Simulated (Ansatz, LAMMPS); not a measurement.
# Electronic structure of Cu34Fe29Al37 (at. %) with crystalline order left by the classical run (73 atoms), part 2 of 2

What does DFT give for Cu34Fe29Al37 (at. %) with crystalline order left by the classical run (73 atoms) as built?

Ansatz 0.2.0; Kohn-Sham DFT, LDA, PAW (set soft_2), plane waves.

The cell: 25 Cu, 21 Fe and 27 Al. The quench rate of 10 K/ps far exceeds what a furnace or splat quench reaches. The starting topology of bonds comes from the classical model.

So far: The starting structure; How the cell was made; Plane-wave single point.

## (3) Plane-wave single point (continued)

Magnetic moments by element and coordination:

```
element  coordination  atoms  mean moment (μB)  spread    least     most
     Al           all     27           -0.0379  0.0107  -0.0575  -0.0155
     Al            12      4            -0.038  0.0078  -0.0467  -0.0291
     Al            13      9           -0.0305  0.0107  -0.0467  -0.0155
     Al            14     14           -0.0427  0.0084  -0.0575  -0.0281
     Cu           all     25            0.0211  0.0234  -0.0053   0.0767
     Cu             9      1            0.0148       0   0.0148   0.0148
     Cu            11      2            0.0281  0.0244   0.0037   0.0526
     Cu            12      4            0.0042  0.0016    0.002   0.0062
     Cu            13     13            0.0244  0.0244  -0.0053   0.0767
     Cu            14      5            0.0244  0.0255   0.0078   0.0748
     Fe           all     21              1.77   0.295     1.27     2.35
     Fe            12      3              1.62   0.179     1.40     1.84
     Fe            13      7              1.77   0.253     1.37     2.09
     Fe            14     11              1.82   0.329     1.27     2.35
```

States in the cell by windows of 1 eV, zero at the Fermi level; the larger projections on atomic orbitals stand beside the total:

```
from (eV)  to (eV)  total up  total down   Cu d  Fe d  Al p  Al s  Cu s
      -18      -10       0.0         0.0    0.0   0.0   0.0   0.0   0.0
      -10       -9       1.6         1.5    0.0   0.0   0.4   1.1   0.6
       -9       -8       3.4         3.3    0.0   0.0   1.6   2.3   1.4
       -8       -7       5.5         5.6    0.2   0.2   3.3   3.5   2.2
       -7       -6       8.8         8.4    1.0   0.8   5.3   5.9   2.5
       -6       -5      10.8         9.8    3.3   2.2   5.8   5.3   2.8
       -5       -4      24.9        21.3   24.2   5.1   8.1   3.4   3.5
       -4       -3      70.9        62.9  101.6  14.8  10.8   2.0   2.2
       -3       -2      71.9        59.4   87.0  28.9   9.8   1.8   1.7
       -2       -1      61.0        32.7   21.4  56.9   9.5   1.5   1.8
       -1        0      22.1        41.3    5.1  42.8   8.3   1.6   2.1
        0        1      11.6        34.4    2.1  29.7   6.8   1.8   1.9
        1        2      13.0        18.5    1.2  11.3   8.8   3.0   2.5
        2        3      12.0        13.3    0.8   4.7   7.6   3.7   2.8
        3        4      12.8        13.3    0.5   3.3   7.8   4.1   2.9
        4        5      15.4        16.1    0.5   2.7  10.5   4.0   3.4
```

The stored curve holds about 527 of the 892 electrons; the rest, give or take the few that broadening carries across the Fermi level, lie in deeper levels below its range.

The levels nearest the highest filled one (over half full), pooled over k-points and spins:

| level less the highest filled one (eV) | occupation |
| --- | --- |
| -0.0121 | 0.532 |
| -0.0106 | 0.528 |
| -0.0038 | 0.511 |
| -0.003 | 0.509 |
| -0.0014 | 0.505 |
| 0 | 0.502 |
| 0.0014 | 0.498 |
| 0.0052 | 0.489 |
| 0.0054 | 0.488 |
| 0.009 | 0.479 |
| 0.0132 | 0.469 |
| 0.0133 | 0.469 |

Spin density in the bc plane at fractional x = 0.293, with atoms of Cu and Fe and Al within 0.2 Å of it.

Ten even steps from '0' (0.0 e/Å³) to '9' (2.4 e/Å³), each cell a mean:
```
0000000000000000000000000000
0000000000000000000000000000
0000000000000000000000000000
0000000000000000000000000000
0000000000000000000000000000
0000000000000000000000000000
0000000000000000000000000000
0000000000000000000000000000
0000000000000000000000000000
0000000000000000000000000000
0000000000000000000000000000
0000000000000000000000000000
0000000000000000000000000000
0000000000000000000121000000
0000000000000000001893000000
0000000000000000001682000000
0000000000000000000110000000
0000000000000000000000000000
0000000000000000000000000000
0000000000000000000000000000
0000000000000000000000000000
0000000000000000000000000000
0000000000000000000000000000
0000000000000000000000000000
```
Columns run along b (10.1 Å), rows up along c (10.1 Å). Atoms in or near the plane, at fractional coordinates: Cu at (0.07, 0.14), Cu at (0.36, 0.50), Cu at (0.20, 0.85), Fe at (0.71, 0.37), Al at (0.68, 0.87), Al at (0.37, 0.06).

Electrostatic potential energy in the bc plane at fractional x = 0.293, with atoms of Cu and Fe and Al within 0.2 Å of it. With pseudopotentials it is smooth inside the atoms' cores, unlike the true potential.

Values in eV, 13 rows by 16 columns, each cell a mean:
```
  9  13   8   4  10   8   8  12  14  10   1   1   8  10   9   6
  6   8 -24 -36  -7  13  13  12  13   3   1   1   3  13  10   3
 13  11 -11 -23   1  11   7   8  12   9   0   0   9  13  13  12
 14  13  13  13  14  12   6   8  12  11  10  13  14  13  14  14
 11   8  12  14  14  13  12  12   8  -3  -3   8  13  10   9  12
 12  11  11  13  10 -14 -13   9   7  -5  -5   7  11   0  -5   4
 13  12   9  12   3 -34 -33   4  13   9   7   8  10   3  -2   6
  8  12  13  10   8   1   2  12  14  12 -10 -30 -11  11  12  10
 10  13   6 -25 -25   7  12  11  11  11 -14 -34 -14  12  13  10
 12  11   6 -23 -23   8  12  11  12  14  11   7  11  13  11  12
-15 -29  -4  11  11  10   9  12  13   8   9  14  14  12  13  11
-21 -34  -7  13   6  -3  -2   5   9  -5   0  12  10   4  10  11
 10   8  13  14   5  -3  -1   4  12  10  10  12   4  -9   6  13
```
Columns run along b (10.1 Å; values clipped at the 3rd and 97th percentile), rows up along c (10.1 Å). Atoms in or near the plane, at fractional coordinates: Cu at (0.07, 0.14), Cu at (0.36, 0.50), Cu at (0.20, 0.85), Fe at (0.71, 0.37), Al at (0.68, 0.87), Al at (0.37, 0.06).

The cell holds a total moment of 36.5 μB; no search proves this magnetic order the lowest. Within 0.4 eV of the Fermi level the largest share is Fe d (73 % of the projected weight).

## (4) Structure statistics

These statistics describe the geometry on which the runs were made.

Density 5.61 g/cm³, 14.14 Å³ an atom.

g(r), total and by pair (bins of 0.2 Å):

```csv
r (Å),total,Al-Al,Al-Cu,Al-Fe,Cu-Cu,Cu-Fe,Fe-Fe
2.20,0.03,0.00,0.00,0.00,0.27,0.00,0.00
2.40,1.60,0.00,0.10,3.98,4.73,0.90,0.00
2.60,3.64,0.00,3.64,8.52,2.88,2.59,0.80
2.80,1.97,1.41,3.35,1.12,1.33,1.43,3.05
3.00,1.21,3.62,0.81,0.25,0.72,0.95,2.25
3.20,0.75,1.77,0.41,0.00,0.89,0.46,2.57
3.40,0.44,0.29,0.52,0.25,1.04,0.40,0.17
3.60,0.41,0.78,0.32,0.06,1.00,0.18,0.72
3.80,0.43,1.01,0.25,0.00,0.63,0.55,0.51
4.00,0.72,1.12,0.65,0.05,0.82,0.88,1.52
4.20,1.01,1.34,0.90,0.32,0.90,1.33,2.00
4.40,0.88,1.12,0.92,0.22,0.81,1.02,1.82
4.60,1.03,0.85,1.26,1.02,1.30,0.80,0.79
4.80,1.61,1.02,1.82,2.31,1.07,1.59,0.89
5.00,1.71,1.34,1.56,2.62,1.20,1.56,1.50
```

Neighbours by pair of elements; one cutoff, the widest of the pairs' first minima of g(r), serves all pairs of this metal (cutoffs were set anew for this text, so counts can differ from the run's own analysis):

```csv
pair A-B,cutoff (Å),bonds,mean length (Å),spread (Å),shortest (Å),B about A,A about B
Al-Al,3.52,58,3.05,0.163,2.76,4.30,4.30
Al-Cu,3.52,115,2.83,0.271,2.49,4.26,4.6
Al-Fe,3.52,130,2.60,0.185,2.37,4.82,6.19
Cu-Cu,3.52,68,2.79,0.378,2.23,5.44,5.44
Cu-Fe,3.52,67,2.82,0.302,2.43,2.68,3.19
Fe-Fe,3.52,42,3.00,0.196,2.61,4,4
```

How many atoms have how many bonded neighbours:

```csv
element,mean,9,11,12,13,14
Al,13.4,0,0,4,9,14
Cu,12.7,1,2,4,13,5
Fe,13.4,0,0,3,7,11
```

Bond length by coordination (bonds to H left out):

```
element  coordination  atoms  mean bond length (Å)
     Al            12      4                  2.76
     Al            13      9                  2.84
     Al            14     14                  2.82
     Cu             9      1                  2.63
     Cu            11      2                  2.69
     Cu            12      4                  2.78
     Cu            13     13                  2.82
     Cu            14      5                  2.88
     Fe            12      3                  2.75
     Fe            13      7                  2.76
     Fe            14     11                  2.79
```

First main peaks of g(r), for some of the pairs, lie near 3.0 Å (Al-Al), 2.7 Å (Al-Cu), 2.5 Å (Al-Fe), 2.5 Å (Cu-Cu), 2.6 Å (Cu-Fe) and 2.9 Å (Fe-Fe). By these cutoffs 52 % of Al atoms have 14, 52 % of Cu atoms have 13 and 52 % of Fe atoms have 14 bonded neighbours.

A closer look about Al56, which has 12 bonded neighbours where the commonest count for Al is 14: 13 atoms, nearest first, numbered in the order of the input, with positions taken from that point.

| atom | x | y | z | distance (Å) | bonds | moment (μB) | Fx | Fy | Fz (eV/Å) |
| --- | --- | --- | --- | --- | --- | --- | --- | --- | --- |
| Al56 | 0.00 | 0.00 | 0.00 | 0.00 | 12 | -0.03 | 0.16 | -0.16 | -0.23 |
| Fe45 | 0.74 | 0.98 | 2.16 | 2.49 | 13 | 1.95 | 0.37 | -0.01 | 0.01 |
| Fe44 | 1.47 | 1.96 | -0.47 | 2.49 | 14 | 1.27 | 0.09 | -0.08 | 0.03 |
| Fe40 | -1.45 | 1.25 | -1.81 | 2.63 | 14 | 1.97 | 0.10 | 0.23 | 0.16 |
| Cu14 | -2.38 | 0.55 | 0.99 | 2.63 | 12 | 0.00 | 0.09 | -0.11 | -0.33 |
| Cu10 | 0.09 | -1.80 | -2.02 | 2.71 | 12 | 0.00 | 0.19 | -0.01 | 0.33 |
| Cu17 | -0.81 | 2.54 | 0.52 | 2.71 | 14 | 0.07 | -0.03 | -0.08 | 0.03 |
| Cu22 | -0.45 | -2.70 | 0.32 | 2.76 | 13 | -0.01 | 0.29 | 0.17 | 0.28 |
| Cu18 | 2.34 | -0.87 | -1.21 | 2.77 | 13 | 0.00 | -0.48 | 0.20 | 0.25 |
| Al67 | -2.32 | -1.14 | -1.18 | 2.84 | 13 | -0.02 | -0.04 | 0.01 | -0.23 |
| Al70 | 2.84 | 0.27 | 0.97 | 3.01 | 13 | -0.04 | 0.18 | -0.02 | 0.00 |
| Al72 | 0.87 | 0.85 | -2.78 | 3.03 | 14 | -0.03 | 0.14 | -0.08 | -0.04 |
| Al59 | 0.05 | -1.49 | 2.83 | 3.19 | 13 | -0.03 | -0.04 | -0.04 | -0.12 |

The column of bonds counts only the pairs Al-Al within 3.52 Å, Al-Cu within 3.52 Å, Al-Fe within 3.52 Å, Cu-Cu within 3.52 Å, Cu-Fe within 3.52 Å, Fe-Fe within 3.52 Å; other neighbours, such as metal atoms beside each other in a compound, aren't counted, and periodic images can show an atom twice.

## (5) Summary of results

```json
{"free energy per atom": "-3706.2062 eV/atom", "pressure": "-15.87 GPa", "r.m.s. force component": "0.2712 eV/Å", "wall time of the 1 DFT run": "13 min"}
```

What this shows: 375 levels are partly filled, by over 2 % (on the run's k-points), as in a metal. The cell holds a total moment of 36.5 μB; no search proves this magnetic order the lowest. Counting bonds as in the table, 52 % of Al atoms have 14, 52 % of Cu atoms have 13 and 52 % of Fe atoms have 14 bonded neighbours.

Caveats: The geometry was minimised with a classical potential after classical dynamics and isn't relaxed at this level: its force components are 0.27 eV/Å r.m.s. The run was spin polarised, started with 21 parallel moments, ending at 36.5 μB in the cell; that starting order needn't be the real material's, and it bears on forces, charges and levels. The classical run held zero pressure, yet DFT finds -16 GPa in this frame, which points to a density or bond lengths far off those of this functional.

[Logs are printed without paths, hosts, clocks, repeated set-up lines and the standing remarks that a program may print on its own settings, such as how far it seeks lower states.]

[Hosts, paths, dates, database ids (printed as entryN), source tags and the programs' standing remarks are cut or masked in the printed files.]
